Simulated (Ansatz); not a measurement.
# Decaying states in the gap of BrCl2F

A new crystal, BrCl2F: structure, gap and complex bands. It is built by putting F for part of the Br in the BrCl structure of space group Cmcm, with the volume rescaled by atomic radii. The parent structure comes from the Materials Project.

Main program and level: Ansatz 0.2.0; r2SCAN DFT, plane waves, PAW files, in the first sound run; inputs show where later runs differ.

The structure was built from a prototype and need not be the compound's stable phase.

## 1. Starting point

It takes space group C2/m (No. 12, monoclinic). Conventional cell: a = 4.532 Å, b = 7.246 Å, c = 7.184 Å, α = 90.00°, β = 90.00°, γ = 90.00°. Nearest to Br lie 2 Cl at 2.22 Å. Nearest to F lie 2 Cl at 2.22 Å. Cl has 1 Br at 2.22 Å and 1 F at 2.22 Å nearest. It derives from BrCl. F for part of the Br in the BrCl structure of space group Cmcm. Farther neighbours and most contacts between anions are not listed.

## 2. Relaxing the new crystal

The substituted atoms don't fit the parent's cell, so cell and atoms relax together. A small smearing keeps the run stable in case the gap closes on the way.

input.yaml reads:

```yaml
crystal:
  lattice:
    - [3.623064565, -2.2662203901, 0.0]
    - [3.623064565, 2.2662203901, 0.0]
    - [0.0, 0.0, 7.1844596211]
  atoms:
    - { symbol: Br, position: [0.0, 0.0, 0.0] }
    - { symbol: F, position: [0.0, 0.0, 0.5] }
    - { symbol: Cl, position: [0.286648, 0.713352, 0.25] }
    - { symbol: Cl, position: [0.713352, 0.286648, 0.75] }
kpoints:
  mp_grid: { grid: [6, 6, 4] }
scf:
  occupations: { method: gaussian, width: 0.03 }
hamiltonian:
  xc: r2scan
output:
  forces: true
  stress: true
relax:
  f_tol: 0.02
  max_steps: 60
  cell: {}
```

Run with:

```
> ansatz run input.yaml --threads 2 --pin off --max-ram 4096MiB --backend cpu --events-out ev --progress --plain --runs-dir out
```

Numbers of over 12 decimals in the logs are rounded to 6 here.

Log:

```text
Engine: ansatz 0.2.0, x86_64-unknown-linux-gnu
Pseudopotentials: kind: paw
Pseudopotential: Br, paw, valence charge 7, recommended cutoff 500 eV (meta_gga), Br.paw.azcp
Pseudopotential: F, paw, valence charge 7, recommended cutoff 500 eV (meta_gga), F.paw.azcp
Pseudopotential: Cl, paw, valence charge 7, recommended cutoff 500 eV (meta_gga), Cl.paw.azcp
Functional definition: r2SCAN
  parameter k0 = 0.174
  parameter k1 = 0.065
  parameter a1 = 4.9479
  exchange = r2scan_x(k0 = k0, k1 = k1, a1 = a1)
  correlation = r2scan_c
Crystal: 4 atoms, lattice volume = 117.978 Å³
Basis set: ecut = 500 eV, 2987 PW (Γ), exchange–correlation on 128×128×216 points (64 copies of the dense FFT grid, shifted against one another)
Bands: 18, of which v1, the nominal top of the filled ones, is band 14 counted from 1 (13 counted from 0)
Symmetry: 4 space group operations
Space group: C2/m (ITA 12), of the structure as read, at distance tolerance 4.9e-5 Å
k-points: 47 of 144
Non-local potential: Br, projectors of the file, l = 0: 2, l = 1: 2, l = 2: 2
Non-local potential: F, projectors of the file, l = 0: 2, l = 1: 2, l = 2: 1
Non-local potential: Cl, projectors of the file, l = 0: 2, l = 1: 2, l = 2: 2
PAW form: soft (Blöchl's): semilocal exchange-correlation on the pseudo side does not see the compensation charge
PAW frozen core: Br, regenerated for the run's functional (the file was generated under x = pbe(κ = 0.804, μ = 0.219515), c = pbe(β = 0.066725))
PAW frozen core: F, regenerated for the run's functional (the file was generated under x = pbe(κ = 0.804, μ = 0.219515), c = pbe(β = 0.066725))
PAW frozen core: Cl, regenerated for the run's functional (the file was generated under x = pbe(κ = 0.804, μ = 0.219515), c = pbe(β = 0.066725))
PAW one-centre angular grid: Br, 302 points (default); XC on 160 Gauss nodes
PAW one-centre angular grid: F, 302 points (default); XC on 160 Gauss nodes
PAW one-centre angular grid: Cl, 302 points (default); XC on 160 Gauss nodes
Initial density: superposition of atomic densities (neutral atoms: chi_scale 0, normalization atom), corrected by the library's trained network
Initial wavefunctions: pseudopotential atomic-orbital guess
Functional: x = r2scan, c = r2scan; τ floored in thin density (d = 2e-4 eV/Å³)
SCF iter   1: F=—  HF=-5766.465649 eV  |F-HF|=—  |Δ(HF+E_count)|=         —  Δρ=9.41e-3  dr2=9.68e-2  dr2_τ=4.37e-2  ethr=1.77e-3  ⟨swp⟩=6.4  Hψ=4924  notcnv=0
preconditioner: auto → Resta (q_TF=auto, 2.147 Å⁻¹)  ε∞=3.5  [insulator: Δε(μ)=0.212 eV  Ē_g=11.094 eV  σ=0.030 eV  W_gap=1.00  n_scr=22 (ndim 8)  ℏωp=17.4 eV  f_vac=0.164  D(μ)=0.00/eV (n_scr^D=0)  ε∞_Penn≈3.5]
SCF iter   2: F=—  HF=-5766.483880 eV  |F-HF|=—  |Δ(HF+E_count)|=   1.82e-2  Δρ=6.90e-3  dr2=4.71e-2  dr2_τ=4.82e-3  ethr=3.46e-4  ⟨swp⟩=2.9  Hψ=1812  notcnv=0
preconditioner: auto → LDOS  [metal: Δε(μ)=0.028 eV  Ē_g=11.122 eV  σ=0.030 eV  W_gap=0.43  n_scr=22 (ndim 8)  ℏωp=17.4 eV  f_vac=0.168  D(μ)=0.91/eV (n_scr^D=2)  β→1.0]
SCF iter   3: F=—  HF=-5766.478286 eV  |F-HF|=—  |Δ(HF+E_count)|=   5.59e-3  Δρ=1.57e-3  dr2=2.59e-3  dr2_τ=3.32e-4  ethr=1.68e-4  ⟨swp⟩=3.0  Hψ=1599  notcnv=0
SCF iter   4: F=—  HF=-5766.478226 eV  |F-HF|=—  |Δ(HF+E_count)|=   6.01e-5  Δρ=3.90e-4  dr2=1.72e-4  dr2_τ=1.67e-5  ethr=9.25e-6  ⟨swp⟩=2.3  Hψ=1296  notcnv=0
SCF iter   5: F=—  HF=-5766.478199 eV  |F-HF|=—  |Δ(HF+E_count)|=   2.71e-5  Δρ=1.25e-4  dr2=1.29e-5  dr2_τ=1.98e-6  ethr=6.14e-7  ⟨swp⟩=2.0  Hψ=1359  notcnv=0
SCF iter   6: F=—  HF=-5766.478201 eV  |F-HF|=—  |Δ(HF+E_count)|=   2.10e-6  Δρ=2.58e-5  dr2=6.89e-7  dr2_τ=1.01e-7  ethr=4.59e-8  ⟨swp⟩=3.0  Hψ=1592  notcnv=0
SCF iter   7: F=-5766.478201 eV  HF=-5766.478201 eV  |F-HF|=2.70e-8  |Δ(HF+E_count)|=   1.90e-7  Δρ=6.19e-6  dr2=5.42e-8  dr2_τ=5.16e-9  ethr=3.57e-10  ⟨swp⟩=5.0  Hψ=3531  notcnv=0
SCF 1 converged in 7 iterations: F = -5766.478201 eV  dr2 = 5.42e-8
  greatest PAW one-centre occupation: 0.943 electrons in one spin orbital (limit 2), on the F atom at site 1 (counted from 0), in its partial waves of l = 0
relax step   1: F+E_penalty+E_count = -5766.47820134 eV  Δ(F+E_penalty+E_count) = +0.000e0 eV  max|allowed force component| = 2.157e0 eV/Å  Δτ_max = 0.0000 Å  P = +1.086 GPa  Ω = 117.978 Å³  (7 SCF iters, dr2 threshold 1.00e-7 eV, accepted)
Crystal: 4 atoms, lattice volume = 113.318 Å³
Basis set: ecut = 500 eV, 2861 PW (Γ), exchange–correlation on 128×128×216 points (64 copies of the dense FFT grid, shifted against one another)
Initial density: handed on by an earlier stage of this run
Initial wavefunctions: those handed on with the density
iter 1 solved again at ethr=7.85e-4 eV; its pass at ethr=3.10e-3 eV (dr2=2.20e-1 eV) is discarded
SCF iter   1: F=—  HF=-5767.040074 eV  |F-HF|=—  |Δ(HF+E_count)|=         —  Δρ=1.36e-2  dr2=2.21e-1  dr2_τ=3.44e-1  ethr=7.85e-4  ⟨swp⟩=1.0  Hψ=5233  notcnv=0
automatic band count: iteration 1 solves 17 bands in place of 18: the levels show a gap, and the empty bands left out lie too high to hold charge; the band table lists the bands solved (type scf.n_extra_bands for more)
preconditioner: auto → Resta (q_TF=auto, 2.161 Å⁻¹)  ε∞=4.3  [insulator: Δε(μ)=0.876 eV  Ē_g=9.752 eV  σ=0.030 eV  W_gap=1.00  n_scr=22 (ndim 8)  ℏωp=17.8 eV  f_vac=0.136  D(μ)=0.00/eV (n_scr^D=0)  ε∞_Penn≈4.3]
SCF iter   2: F=—  HF=-5766.884671 eV  |F-HF|=—  |Δ(HF+E_count)|=   1.55e-1  Δρ=1.04e-2  dr2=6.90e-2  dr2_τ=1.07e-2  ethr=7.85e-4  ⟨swp⟩=2.5  Hψ=1630  notcnv=0
SCF iter   3: F=—  HF=-5766.874300 eV  |F-HF|=—  |Δ(HF+E_count)|=   1.04e-2  Δρ=3.28e-3  dr2=1.24e-2  dr2_τ=3.56e-4  ethr=2.46e-4  ⟨swp⟩=2.1  Hψ=1700  notcnv=0
SCF iter   4: F=—  HF=-5766.872486 eV  |F-HF|=—  |Δ(HF+E_count)|=   1.81e-3  Δρ=7.50e-4  dr2=1.20e-3  dr2_τ=3.18e-5  ethr=4.42e-5  ⟨swp⟩=2.2  Hψ=948  notcnv=0
SCF iter   5: F=—  HF=-5766.872559 eV  |F-HF|=—  |Δ(HF+E_count)|=   7.31e-5  Δρ=2.15e-4  dr2=8.01e-5  dr2_τ=2.95e-6  ethr=4.27e-6  ⟨swp⟩=2.9  Hψ=1425  notcnv=0
SCF iter   6: F=—  HF=-5766.872606 eV  |F-HF|=—  |Δ(HF+E_count)|=   4.68e-5  Δρ=6.77e-5  dr2=1.04e-5  dr2_τ=7.77e-7  ethr=2.86e-7  ⟨swp⟩=2.1  Hψ=1202  notcnv=0
SCF iter   7: F=—  HF=-5766.872608 eV  |F-HF|=—  |Δ(HF+E_count)|=   1.71e-6  Δρ=2.70e-5  dr2=9.46e-7  dr2_τ=3.94e-8  ethr=3.73e-8  ⟨swp⟩=2.2  Hψ=1230  notcnv=0
SCF iter   8: F=-5766.872608 eV  HF=-5766.872608 eV  |F-HF|=4.52e-8  |Δ(HF+E_count)|=   5.25e-7  Δρ=6.13e-6  dr2=5.60e-8  dr2_τ=5.69e-9  ethr=1.43e-9  ⟨swp⟩=5.0  Hψ=3410  notcnv=0
SCF 2 converged in 8 iterations: F = -5766.872608 eV  dr2 = 5.60e-8
[...]
SCF iter   7: F=—  HF=-5766.925942 eV  |F-HF|=—  |Δ(HF+E_count)|=   5.44e-6  Δρ=1.73e-5  dr2=4.77e-7  dr2_τ=2.77e-8  ethr=4.27e-8  ⟨swp⟩=2.4  Hψ=1291  notcnv=0
SCF iter   8: F=-5766.925942 eV  HF=-5766.925942 eV  |F-HF|=2.72e-8  |Δ(HF+E_count)|=   3.48e-7  Δρ=5.50e-6  dr2=3.50e-8  dr2_τ=2.58e-9  ethr=1.43e-9  ⟨swp⟩=5.0  Hψ=3357  notcnv=0
SCF 3 converged in 8 iterations: F = -5766.925942 eV  dr2 = 3.50e-8
  greatest PAW one-centre occupation: 0.950 electrons in one spin orbital (limit 2), on the F atom at site 1 (counted from 0), in its partial waves of l = 0
relax step   3: F+E_penalty+E_count = -5766.92594196 eV  Δ(F+E_penalty+E_count) = -5.333e-2 eV  max|allowed force component| = 5.608e-1 eV/Å  Δτ_max = 0.1103 Å  P = +1.561 GPa  Ω = 105.765 Å³  energy of the carried Pulay correction = +2.282e-3 eV  (8 SCF iters, dr2 threshold 4.00e-7 eV, accepted)
[... from here on, the SCF cycles and remarks between the steps are left out ...]
relax step   4: F+E_penalty+E_count = -5766.97149560 eV  Δ(F+E_penalty+E_count) = -4.555e-2 eV  max|allowed force component| = 1.203e-1 eV/Å  Δτ_max = 0.0527 Å  P = -0.164 GPa  Ω = 106.466 Å³  energy of the carried Pulay correction = +2.142e-3 eV  (7 SCF iters, dr2 threshold 4.00e-7 eV, accepted)
relax step   5: F+E_penalty+E_count = -5766.97726228 eV  Δ(F+E_penalty+E_count) = -5.767e-3 eV  max|allowed force component| = 3.895e-2 eV/Å  Δτ_max = 0.0240 Å  P = -0.131 GPa  Ω = 104.208 Å³  energy of the carried Pulay correction = +2.598e-3 eV  (6 SCF iters, dr2 threshold 4.00e-7 eV, accepted)
relax step   6: F+E_penalty+E_count = -5766.98135724 eV  Δ(F+E_penalty+E_count) = -4.095e-3 eV  max|allowed force component| = 3.277e-2 eV/Å  Δτ_max = 0.0396 Å  P = -0.019 GPa  Ω = 100.330 Å³  energy of the carried Pulay correction = +3.410e-3 eV  (7 SCF iters, dr2 threshold 1.57e-7 eV, accepted)
relax step   7: F+E_penalty+E_count = -5766.98165414 eV  Δ(F+E_penalty+E_count) = -2.969e-4 eV  max|allowed force component| = 1.397e-2 eV/Å  Δτ_max = 0.0060 Å  P = -0.023 GPa  Ω = 100.647 Å³  energy of the carried Pulay correction = +3.342e-3 eV  (5 SCF iters, dr2 threshold 6.71e-8 eV, accepted)
relax step   8: F+E_penalty+E_count = -5766.98213864 eV  Δ(F+E_penalty+E_count) = -4.845e-4 eV  max|allowed force component| = 1.353e-2 eV/Å  Δτ_max = 0.0105 Å  P = +0.012 GPa  Ω = 100.679 Å³  energy of the carried Pulay correction = +3.335e-3 eV  (6 SCF iters, dr2 threshold 2.28e-8 eV, accepted)
relax step   9: F+E_penalty+E_count = -5766.98220489 eV  Δ(F+E_penalty+E_count) = -6.625e-5 eV  max|allowed force component| = 5.191e-3 eV/Å  Δτ_max = 0.0004 Å  P = -0.012 GPa  Ω = 100.673 Å³  energy of the carried Pulay correction = +3.336e-3 eV  (5 SCF iters, dr2 threshold 2.08e-8 eV, accepted)
relax step  10: F+E_penalty+E_count = -5766.98225194 eV  Δ(F+E_penalty+E_count) = -4.705e-5 eV  max|allowed force component| = 1.448e-3 eV/Å  Δτ_max = 0.0026 Å  P = -0.001 GPa  Ω = 100.627 Å³  energy of the carried Pulay correction = +3.346e-3 eV  (8 SCF iters, accepted)
Basis set: ecut = 500 eV, 2577 PW (Γ), exchange–correlation on 120×120×216 points (64 copies of the dense FFT grid, shifted against one another)
Initial wavefunctions: pseudopotential atomic-orbital guess (no wavefunctions were taken with the density)
iter 1 solved again at ethr=1.61e-7 eV; its pass at ethr=3.10e-3 eV (dr2=4.51e-5 eV) is discarded
SCF iter   1: F=—  HF=-5766.978592 eV  |F-HF|=—  |Δ(HF+E_count)|=         —  Δρ=3.13e-4  dr2=9.10e-6  dr2_τ=4.40e-5  ethr=1.61e-7  ⟨swp⟩=3.7  Hψ=7749  notcnv=0
preconditioner: auto → Resta (q_TF=auto, 2.204 Å⁻¹)  ε∞=3.8  [insulator: Δε(μ)=0.929 eV  Ē_g=11.282 eV  σ=0.030 eV  W_gap=1.00  n_scr=22 (ndim 8)  ℏωp=18.9 eV  f_vac=0.052  D(μ)=0.00/eV (n_scr^D=0)  ε∞_Penn≈3.8]
SCF iter   2: F=—  HF=-5766.978620 eV  |F-HF|=—  |Δ(HF+E_count)|=   2.72e-5  Δρ=1.60e-4  dr2=3.00e-6  dr2_τ=5.18e-6  ethr=3.25e-8  ⟨swp⟩=2.0  Hψ=1222  notcnv=0
SCF iter   3: F=—  HF=-5766.978627 eV  |F-HF|=—  |Δ(HF+E_count)|=   7.82e-6  Δρ=6.75e-5  dr2=3.00e-6  dr2_τ=3.42e-7  ethr=1.07e-8  ⟨swp⟩=2.0  Hψ=1462  notcnv=0
SCF iter   4: F=—  HF=-5766.978627 eV  |F-HF|=—  |Δ(HF+E_count)|=   4.53e-7  Δρ=8.14e-6  dr2=3.49e-8  dr2_τ=6.35e-9  ethr=1.07e-8  ⟨swp⟩=2.1  Hψ=987  notcnv=0
SCF iter   5: F=—  HF=-5766.978627 eV  |F-HF|=—  |Δ(HF+E_count)|=   1.86e-8  Δρ=3.06e-6  dr2=6.72e-9  dr2_τ=5.80e-10  ethr=1.25e-10  ⟨swp⟩=2.0  Hψ=1503  notcnv=0
SCF iter   6: F=—  HF=-5766.978627 eV  |F-HF|=—  |Δ(HF+E_count)|=  7.08e-10  Δρ=6.25e-7  dr2=2.75e-10  dr2_τ=2.07e-11  ethr=2.40e-11  ⟨swp⟩=2.3  Hψ=1104  notcnv=0
SCF iter   7: F=-5766.978627 eV  HF=-5766.978627 eV  |F-HF|=2.73e-12  |Δ(HF+E_count)|=  3.55e-11  Δρ=8.66e-8  dr2=5.45e-12  dr2_τ=5.68e-13  ethr=1.00e-12  ⟨swp⟩=5.0  Hψ=3363  notcnv=0
SCF 11 converged in 7 iterations: F = -5766.978627 eV  dr2 = 5.45e-12
relax step  11: F+E_penalty+E_count = -5766.97862693 eV  Δ(F+E_penalty+E_count) = +3.625e-3 eV  max|allowed force component| = 1.476e-3 eV/Å  Δτ_max = 0.0000 Å  P = +0.008 GPa  Ω = 100.627 Å³  stress off target by 2.56e-2 GPa  SCF on the basis re-selected at this cell (its energy is not comparable with the rows above)  (7 SCF iters)
basis re-selected at this cell: Δ(F+E_penalty+E_count) = +3.625e-3 eV, ΔP = +0.009 GPa vs the last step (what re-selecting the basis moved, of the pressure what is left beyond the Pulay correction that the steps carried, after the strain that the cell walked since its last selection, with what the two solves' SCF thresholds leave and, on support functions, any second-order correction that the steps lacked; it is no measure of the basis error at this ecutwfc). The dense FFT grid was sized anew with the basis: this SCF ran on 30×30×54 points, the steps before it on 32×32×54, so part of this shift can come from that change (see relax.cell in the input reference). [rest of the remark cut]
SCF converged after 7 iterations
Free energy (F): -5766.978627 eV
Harris-Foulkes:  -5766.978627 eV  (|F-HF|=2.73e-12)
Internal energy: -5766.978627 eV  (E = F + TS)
E sigma→0 (E₀):  -5766.978627 eV
Fermi energy:    1.195255 eV
--- Per-component energies (eV) ---
  E_band       = -174.044056
  E_kinetic    = 652.867931
  E_local      = -1539.890281  (includes V_loc(G=0)·N_el)
  E_nonlocal   = 199.312173
  E_hartree    = 522.622111
  E_xc         = -531.581103
  E_vxc        = -492.165906  (∫ρ·V_xc dr)
  E_paw        = -3804.378626  (= ΣΔE_a)
  E_vpaw       = -68.155200  (= ΣTr[D̂ρ^β])
  E_aug_tail   = 0.001080  (compensation charges beyond the density's cutoff)
  E_vtau       = 28.741881  (kinetic-family band-sum trace: ∫τ·v_τ [+ j·A + Jᵃ·Aᵃ] dr)
  E_ewald      = -1265.469512
  E_core_change = -0.462399  (= ΣΔE_core)
  E_smearing   = -0.000000  (= −TS)
  E_closure    = 0.000000  (closes the sum)
  Σ components = -5766.978627   (vs F -5766.978627, Δ=0.00e0)
--- Forces (eV/Å), atoms counted from 1 ---
  atom   1  Br     0.00000000     0.00000000     0.00000000
  atom   2  F      0.00000000     0.00000000     0.00000000
  atom   3  Cl     0.00000000     0.00072983     0.00147601
  atom   4  Cl     0.00000000    -0.00072983    -0.00147601
  max |Σ_I F_I| component: 1.08e-19 eV/Å
--- Stress (GPa, compression-positive) ---
       -0.002937      -0.000000      -0.000000
       -0.000000       0.013284       0.011761
       -0.000000       0.011761       0.014323
  P = ⅓ Tr σ = 0.0082 GPa (0.082 kbar)
--- Relaxed structure (10 steps of the walk, 10 accepted, 1 SCFs on fresh bases) ---
  F+E_penalty+E_count = -5766.97862693 eV   max|allowed force component| = 1.476e-3 eV/Å   (the final SCF, on the basis selected at the relaxed cell)
  cell:  # Å, volume = 100.6266 Å³
    - [3.320740, -2.194288, -0.011730]
    - [3.320740, 2.194288, 0.011730]
    - [-9.757922431607615e-17, 0.037188, 6.905047]
  atoms:
    - { symbol: Br, position: [0, 0, 0] }
    - { symbol: F, position: [0.0, 8.673617379884035e-19, 0.5] }
    - { symbol: Cl, position: [0.308103, 0.691897, 0.283701] }
    - { symbol: Cl, position: [0.691897, 0.308103, 0.716299] }
```

It took 40 s on 2 threads of Intel Xeon 6975P-C (Granite Rapids), shared host; peak memory 0.72 GiB.

Relaxation path:

| step | energy less that of the first step (eV) | largest force component (eV/Å) | pressure (GPa) | volume (Å³) |
| --- | --- | --- | --- | --- |
| 1 | 0.0000 | 2.1572 | 1.09 | 117.98 |
| 2 | -0.3944 | 0.8797 | -0.51 | 113.32 |
| 3 | -0.4477 | 0.5608 | 1.56 | 105.76 |
| 4 | -0.4933 | 0.1203 | -0.16 | 106.47 |
| 5 | -0.4991 | 0.0389 | -0.13 | 104.21 |
| 6 | -0.5032 | 0.0328 | -0.02 | 100.33 |
| 7 | -0.5035 | 0.0140 | -0.02 | 100.65 |
| 8 | -0.5039 | 0.0135 | 0.01 | 100.68 |
| 9 | -0.5040 | 0.0052 | -0.01 | 100.67 |
| 10 | -0.5041 | 0.0014 | 0.00 | 100.63 |
| 11* | -0.5004 | 0.0015 | 0.01 | 100.63 |

Relaxation steps marked * repeat the geometry before them on a plane-wave basis chosen anew for their cell, so energy and pressure can jump there.

The run keeps the 4 symmetry operations that it works with, so distortions that break them were not tested.

```csv
cell as run,before,after,change
a (Å),4.273,3.980,-6.9 %
b (Å),4.273,3.980,-6.9 %
c (Å),7.184,6.905,-3.9 %
α (°),90.00,89.66,-0.4 %
β (°),90.00,90.34,+0.4 %
γ (°),64.05,66.91,+4.5 %
volume (Å³/atom),29.49,25.16,-14.7 %
```

The atoms that moved most (Å, as changes of fractional coordinates times the final cell):

| atom | dx | dy | dz | length |
| --- | --- | --- | --- | --- |
| Cl3 | 0.000 | -0.093 | 0.232 | 0.250 |
| Cl4 | 0.000 | 0.093 | -0.232 | 0.250 |

The relaxed structure:

```xyz
4
Lattice="3.3207 -2.1943 -0.0117 3.3207 2.1943 0.0117 0.0000 0.0372 6.9050" Properties=species:S:1:pos:R:3 pbc="T T T"
Br    0.0000    0.0000    0.0000
F     0.0000    0.0186    3.4525
Cl    3.3207    0.8527    1.9635
Cl    3.3207   -0.8155    4.9416
```

This step gave:

* free energy: -5766.9786 eV
* Fermi energy: 1.195 eV
* pressure: 0.008223 GPa

The largest force component on a free atom ends at 0.0015 eV/Å.

[end of part 1 of 3]

[Logs are printed without paths, hosts, clocks, repeated set-up lines and the standing remarks that a program may print on its own settings, such as how far it seeks lower states.]

[Hosts, paths, dates, database ids (printed as entryN), source tags and the programs' standing remarks are cut or masked in the printed files.]
